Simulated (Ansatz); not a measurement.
# A hypothetical structure for GaAs2Pb, part 2 of 2

This structure for GaAs2Pb is made up. Its elements were placed in a known structure type with a cell scaled to their sizes. What cell does the guess relax to, and how far off was it?

Ansatz 0.2.0; DFT, r2SCAN, plane-wave PAW, files of the set soft_1, scalar-relativistic, no spin, cell and ions relaxed at zero pressure; PAW set soft_1 (the session's first sound run).

So far: The starting structure; Relaxing cell and atoms. The relaxed cell has a = 4.163, c = 22.665 Å (conventional setting).

### Step 3. Bands of the relaxed cell

A second self-consistent run takes a narrower smearing and the mesh shown in its input; the bands follow along the standard path of the relaxed lattice.

This step: DFT, r2SCAN, plane-wave PAW, files of the set soft_1, scalar-relativistic, no spin, bands and density of states at the relaxed cell; PAW set soft_1 (Ansatz 0.2.0).

Input file input.yaml:

```yaml
crystal:
  lattice:
    - [2.0815308783, 1.2017724127, 7.5549339575]
    - [-2.0815308783, 1.2017724127, 7.5549339575]
    - [0.0, -2.403544826, 7.5549339574]
  atoms:
    - { symbol: Pb, position: [0.001801377, 0.001801377, 0.001801377] }
    - { symbol: As, position: [0.609665795, 0.609665795, 0.609665795] }
    - { symbol: As, position: [0.1355880711, 0.1355880711, 0.1355880711] }
    - { symbol: Ga, position: [0.501011423, 0.501011423, 0.501011423] }
kpoints:
  mp_grid: { grid: [10, 10, 10] }
  band_path:
    path:
      - [[0.0, 0.0, 0.0], [0.5, 0.0, 0.0], [0.5, 0.18353576, -0.18353576]]
      - [[0.81646424, 0.5, 0.18353576], [0.5, 0.5, 0.5], [0.0, 0.0, 0.0], [0.34176788, 0.0, -0.34176788]]
      - [[0.65823212, 0.34176788, 0.0], [0.5, 0.5, 0.0], [0.65823212, 0.65823212, 0.18353576], [0.5, 0.5, 0.5]]
      - [[0.5, 0.0, 0.0], [0.81646424, 0.34176788, 0.34176788]]
    npoints: 8
scf:
  occupations: { method: fermi_dirac, width: 0.03 }
  n_extra_bands: 8
hamiltonian:
  xc: r2scan
  pseudopotentials: { kind: paw, azcp: { folder: soft_1 } }
output:
  forces: true
  stress: true
  write_bands: true
  dos: { projected: true }
  write_density: true
  write_potential: true
  elf: true
  volumetric_format: npy
```

On the command line:

```bash
> ansatz run input.yaml --threads 4 --pin off --max-ram 10240MiB --backend cpu --events-out ev --progress --plain --runs-dir out
```

Numbers of over 12 decimals in the logs are rounded to 6 here.

Output:

```text
[...]
Crystal: 4 atoms, lattice volume = 113.393 Å³
Basis set: ecut = 500 eV, 2859 PW (Γ), FFT grids on a1−a2, a2, −a2+a3, exchange–correlation on 128×240×128 points (64 copies of the dense FFT grid, shifted against one another)
Bands: 37, of which v1, the nominal top of the filled ones, is band 29 counted from 1 (28 counted from 0)
Symmetry: 6 space group operations
[...]
k-points: 116 of 1000 (time reversal used)
[...]
SCF iter   1: F=—  HF=-25443.925688 eV  |F-HF|=—  |Δ(HF+E_count)|=         —  Δρ=4.18e-2  dr2=5.76e0  dr2_τ=1.62e-2  ethr=3.10e-3  ⟨swp⟩=6.3  Hψ=18987  notcnv=0
[...]
SCF iter  10: F=-25442.655927 eV  HF=-25442.655927 eV  |F-HF|=1.55e-9  |Δ(HF+E_count)|=   8.24e-8  Δρ=3.66e-6  dr2=1.67e-8  dr2_τ=6.32e-10  ethr=1.75e-10  ⟨swp⟩=17.5  Hψ=34547  notcnv=0
SCF 1 converged in 10 iterations: F = -25442.655927 eV  dr2 = 1.67e-8
  Residual-converged pass: ⟨swp⟩=1.0  Hψ=4760  notcnv=0  max |occ|·‖R‖ = 7.1e-9 eV (tolerance 1.0e-8 eV)  dr2=1.67e-8  dr2_τ=6.32e-10  dr2_onsite=2.27e-9  max |Δocc| = 5.2e-11
[...]
NSCF: frozen V_eff on 76 k-points
SCF converged after 10 iterations
Free energy (F): -25442.655927 eV
[...]
Internal energy: -25442.650712 eV  (E = F + TS)
E sigma→0 (E₀):  -25442.653319 eV
Entropy (-TS):   -0.005215 eV (-1.304 meV/atom)
Fermi energy:    7.491053 eV
[...]
--- Forces (eV/Å), atoms counted from 1 ---
  atom   1  Pb     0.00000000     0.00000000    -0.00736341
  atom   2  As     0.00000000    -0.00000000     0.01078167
  atom   3  As     0.00000000    -0.00000000     0.00591702
  atom   4  Ga     0.00000000     0.00000000    -0.00941766
  max |Σ_I F_I| component: 8.24e-5 eV/Å
--- Stress (GPa, compression-positive) ---
       -0.168568       0.000000       0.000000
        0.000000      -0.168568      -0.000000
        0.000000      -0.000000       0.245144
  P = ⅓ Tr σ = -0.0307 GPa (-0.307 kbar)
--- Band table (eV; the first three rows and the last of 116) ---
  k-point 0: bands = [... 25 lower, 5.8708, 6.0566, 6.8624, 6.8624, 7.8934, 9.8620, 10.5921, 10.5921, ... 4 higher]
  k-point 1: bands = [... 25 lower, 5.7287, 6.1531, 6.6543, 6.9041, 8.5738, 9.8906, 10.6935, 10.8378, ... 4 higher]
  k-point 2: bands = [... 25 lower, 5.4047, 5.7214, 6.2028, 7.2356, 9.1739, 9.5232, 11.3481, 11.4002, ... 4 higher]
  k-point 115: bands = [... 25 lower, 6.0315, 6.5921, 6.5921, 7.4996, 8.1692, 9.9847, 11.0897, 11.0897, ... 4 higher]
```

It took 56 s on 4 threads of Arm Neoverse V1, shared host; peak memory 0.99 GiB; 3.7 min of CPU time.

Reading the cycles: dr2 is the Hartree energy of the density residual (eV), the measure of convergence; HF is the Harris–Foulkes estimate of the energy, which meets the free energy F at convergence.

Numbers from this step:

```yaml
free_energy: -25442.6559 eV
energy_at_zero_smearing: -25442.6533 eV
smearing_term_ts: 0.005215 eV
fermi_energy: 7.491 eV
pressure: -0.03066 GPa
```

bands.tsv at the labelled points (eV, zero at the Fermi level; the bands that come nearest the Fermi level along the path):

| point | band 26 | band 27 | band 28 | band 29 | band 30 | band 31 | band 32 | band 33 |
| --- | --- | --- | --- | --- | --- | --- | --- | --- |
| Γ | -1.62 | -1.43 | -0.63 | -0.63 | 0.40 | 2.37 | 3.10 | 3.10 |
| L | -3.66 | -2.73 | -2.16 | 0.69 | 1.46 | 1.86 | 3.25 | 4.01 |
| B1 | -3.95 | -3.09 | -2.67 | -0.15 | 1.50 | 2.92 | 4.31 | 5.17 |
| B | -3.95 | -3.09 | -2.67 | -0.15 | 1.50 | 2.92 | 4.31 | 5.17 |
| Z | -1.46 | -0.90 | -0.90 | 0.01 | 0.68 | 2.49 | 3.60 | 3.60 |
| Γ | -1.62 | -1.43 | -0.63 | -0.63 | 0.40 | 2.37 | 3.10 | 3.10 |
| X | -3.95 | -3.11 | -2.68 | -0.11 | 1.72 | 2.61 | 4.56 | 5.26 |
| Q | -3.95 | -3.11 | -2.68 | -0.11 | 1.72 | 2.61 | 4.56 | 5.26 |
| F | -2.97 | -2.10 | -1.78 | -1.52 | 0.48 | 1.36 | 3.63 | 3.66 |
| P1 | -2.92 | -2.85 | -1.86 | -0.70 | 0.74 | 1.41 | 3.51 | 3.82 |
| Z | -1.46 | -0.90 | -0.90 | 0.01 | 0.68 | 2.49 | 3.60 | 3.60 |
| L | -3.66 | -2.73 | -2.16 | 0.69 | 1.46 | 1.86 | 3.25 | 4.01 |
| P | -2.92 | -2.85 | -1.86 | -0.70 | 0.74 | 1.41 | 3.51 | 3.82 |

States per cell as run, both spins, in windows of 1 eV, from dos.tsv (zero at the Fermi level):

```csv
from,to,total
-8,-7,0.45
-7,-6,1.18
-6,-5,0.44
-5,-4,0.61
-4,-3,3.20
-3,-2,3.03
-2,-1,1.46
-1,0,1.11
0,1,1.11
1,2,1.83
2,3,2.02
3,4,2.67
4,5,2.62
5,6,2.41
```

Below -8 eV lie 45.6 more states.

ELF in the ac plane of the conventional cell at fractional y = 0.333, with atoms of Pb and As and Ga within 0.2 Å of it. It is the smooth field of the valence electrons, not physical close to the nuclei.

Values, 24 rows by 14 columns, each cell a mean:
```
0.37 0.28 0.26 0.27 0.35 0.50 0.61 0.59 0.49 0.43 0.48 0.58 0.62 0.53
0.44 0.20 0.11 0.17 0.39 0.61 0.66 0.54 0.31 0.21 0.28 0.50 0.65 0.64
0.18 0.08 0.05 0.07 0.15 0.32 0.47 0.56 0.58 0.59 0.58 0.57 0.50 0.36
0.35 0.33 0.32 0.33 0.35 0.34 0.28 0.21 0.13 0.11 0.12 0.19 0.26 0.32
0.59 0.59 0.57 0.58 0.59 0.53 0.37 0.24 0.16 0.14 0.16 0.22 0.33 0.49
0.39 0.44 0.45 0.44 0.40 0.33 0.25 0.18 0.15 0.15 0.15 0.17 0.22 0.30
0.17 0.21 0.22 0.21 0.18 0.13 0.07 0.04 0.02 0.02 0.02 0.03 0.06 0.11
0.32 0.34 0.35 0.34 0.32 0.27 0.17 0.08 0.03 0.02 0.03 0.06 0.14 0.25
0.43 0.47 0.48 0.47 0.43 0.35 0.22 0.10 0.04 0.03 0.04 0.09 0.20 0.33
0.53 0.62 0.64 0.63 0.56 0.42 0.23 0.09 0.03 0.02 0.03 0.08 0.21 0.38
0.24 0.32 0.35 0.33 0.26 0.17 0.10 0.09 0.09 0.10 0.10 0.09 0.10 0.15
0.33 0.26 0.24 0.25 0.32 0.42 0.50 0.52 0.51 0.50 0.51 0.53 0.51 0.44
0.53 0.33 0.25 0.31 0.49 0.66 0.68 0.53 0.27 0.17 0.24 0.48 0.67 0.68
0.32 0.15 0.09 0.13 0.28 0.47 0.60 0.63 0.59 0.55 0.57 0.62 0.61 0.51
0.13 0.05 0.02 0.04 0.11 0.22 0.32 0.38 0.41 0.42 0.41 0.39 0.34 0.25
0.27 0.16 0.12 0.15 0.25 0.36 0.42 0.35 0.20 0.14 0.18 0.32 0.42 0.38
0.42 0.48 0.49 0.48 0.44 0.37 0.34 0.33 0.27 0.24 0.26 0.32 0.33 0.35
0.53 0.59 0.60 0.59 0.54 0.43 0.29 0.19 0.17 0.17 0.17 0.17 0.24 0.39
0.23 0.29 0.32 0.30 0.25 0.18 0.10 0.05 0.03 0.02 0.02 0.04 0.08 0.15
0.38 0.44 0.45 0.44 0.39 0.29 0.16 0.06 0.03 0.02 0.02 0.06 0.14 0.27
0.61 0.69 0.71 0.70 0.63 0.49 0.28 0.10 0.03 0.02 0.03 0.09 0.24 0.44
0.40 0.49 0.53 0.51 0.42 0.29 0.14 0.05 0.02 0.01 0.02 0.05 0.12 0.26
0.17 0.22 0.24 0.23 0.18 0.12 0.06 0.03 0.02 0.02 0.02 0.03 0.06 0.11
0.32 0.38 0.40 0.38 0.34 0.28 0.23 0.22 0.23 0.23 0.23 0.23 0.23 0.26
```
Columns run along a (4.2 Å), rows up along c (22.7 Å), edges of the conventional cell, whose origin can differ from the input's. Atoms in or near the plane, at fractional coordinates: Pb at (0.67, 0.34), As at (0.67, 0.94), As at (0.67, 0.47), Ga at (0.67, 0.83).

Electrostatic potential energy in the ac plane of the conventional cell at fractional y = 0.333, with atoms of Pb and As and Ga within 0.2 Å of it. With pseudopotentials it is smooth inside the atoms' cores, unlike the true potential.

Ten even steps from '_' (-15 eV) to '@' (11 eV), each cell a mean:
```
%%######%%%%**====++++==**%%
@@@@@@@@@@%%==--##%%%%==--##
@@@@@@@@@@@@%%**++====**%%@@
@@@@@@@@@@%%++**%%@@%%##++##
%%%%%%%%%%%%****######****%%
@@@@@@@@@@@@@@@@%%%%%%@@@@@@
@@@@@@@@@@@@@@@@@@@@@@@@@@@@
%%########%%@@@@@@@@@@@@@@%%
%%######%%%%@@@@@@@@@@@@@@%%
%%%%%%%%%%@@@@@@@@@@@@@@@@@@
@@@@@@@@@@@@@@@@@@@@@@@@@@@@
%%%%%%%%%%%%%%##**++++##%%%%
%%%%%%%%%%##==--%%@@%%==--##
@@@@@@@@@@@@##++++++++++**%%
@@@@@@@@@@@@%%##**++**##%%@@
%%@@@@@@%%##::__________..**
%%%%%%%%%%##==..______..--##
%%%%%%%%%%@@@@%%%%%%%%%%@@@@
@@@@@@@@@@@@@@@@@@@@@@@@@@@@
%%%%%%%%%%@@@@@@@@@@@@@@@@@@
%%######%%%%@@@@@@@@@@@@@@@@
@@@@%%@@@@@@@@@@@@@@@@@@@@@@
@@@@@@@@@@@@@@@@@@@@@@@@@@@@
%%########%%@@@@@@@@@@@@@@%%
```
Columns run along a (4.2 Å; values clipped at the 3rd and 97th percentile), rows up along c (22.7 Å), edges of the conventional cell, whose origin can differ from the input's. Atoms in or near the plane, at fractional coordinates: Pb at (0.67, 0.34), As at (0.67, 0.94), As at (0.67, 0.47), Ga at (0.67, 0.83).

Valence density in the ac plane of the conventional cell at fractional y = 0.333, with atoms of Pb and As and Ga within 0.2 Å of it. It is the smooth field of the valence electrons, not physical close to the nuclei.

Values in e/Å³, 24 rows by 14 columns, each cell a mean:
```
 0  0  0  0  0  0  0  1  2  4  3  1  0  0
 0  0  0  0  0  0  0  2 11 22 13  3  1  0
 0  0  0  0  0  0  0  0  1  1  1  0  0  0
 0  0  0  0  0  0  0  1  8 17 10  2  0  0
 0  0  0  0  0  0  0  1  4  8  5  1  0  0
 0  0  0  0  0  0  0  0  0  0  0  0  0  0
 0  0  0  0  0  0  0  0  0  0  0  0  0  0
 0  0  0  0  0  0  0  0  0  0  0  0  0  0
 0  0  0  0  0  0  0  0  0  0  0  0  0  0
 0  0  0  0  0  0  0  0  0  0  0  0  0  0
 0  0  0  0  0  0  0  0  0  0  0  0  0  0
 0  0  0  0  0  0  0  0  0  0  0  0  0  0
 0  0  0  0  0  0  1  2 11 23 14  3  1  0
 0  0  0  0  0  0  0  1  2  3  2  1  0  0
 0  0  0  0  0  0  0  0  0  0  0  0  0  0
 0  0  0  0  0  0  1  2  4  5  5  3  1  0
 0  0  0  0  0  0  1  1  3  4  3  2  1  0
 0  0  0  0  0  0  0  0  0  0  0  0  0  0
 0  0  0  0  0  0  0  0  0  0  0  0  0  0
 0  0  0  0  0  0  0  0  0  0  0  0  0  0
 0  0  0  0  0  0  0  0  0  0  0  0  0  0
 0  0  0  0  0  0  0  0  0  0  0  0  0  0
 0  0  0  0  0  0  0  0  0  0  0  0  0  0
 0  0  0  0  0  0  0  0  0  0  0  0  0  0
```
Columns run along a (4.2 Å), rows up along c (22.7 Å), edges of the conventional cell, whose origin can differ from the input's. Atoms in or near the plane, at fractional coordinates: Pb at (0.67, 0.34), As at (0.67, 0.94), As at (0.67, 0.47), Ga at (0.67, 0.83).

### Step 4. Results

* space group, relaxed: R3m
* conventional cell: a = 4.163, b = 4.163, c = 22.665 Å; α = 90.0°, β = 90.0°, γ = 120.0°
* volume per atom: 28.35 Å³ (guess 29.72)

In words: GaAs2Pb relaxes to R3m with a = 4.163, b = 4.163 and c = 22.665 Å. The guessed volume was 5 % too large. The space group R3m was held in the relaxation, so the end point is a stationary structure within it and may be a saddle against distortions or other arrangements. Bands cross the Fermi level, so it is a metal or semimetal at this level. The electron count is odd, which forces that without spin polarisation or a larger cell. On the 10×10×10 mesh with the narrower smearing (relaxed on 7×7×7) the largest force component is 0.011 eV/Å and the largest stress component is 0.245 GPa, against the relaxation's thresholds of 0.015 eV/Å and 0.05 GPa. The cutoff wasn't tested. Spin-orbit coupling is left out, which can matter for elements this heavy. No dispersion term is used, so weakly bound directions may come out too long. Nothing here tests whether the compound is stable against decomposition.

[Logs are printed without paths, hosts, clocks, repeated set-up lines and the standing remarks that a program may print on its own settings, such as how far it seeks lower states.]

[Hosts, paths, dates, database ids (printed as entryN), source tags and the programs' standing remarks are cut or masked in the printed files.]
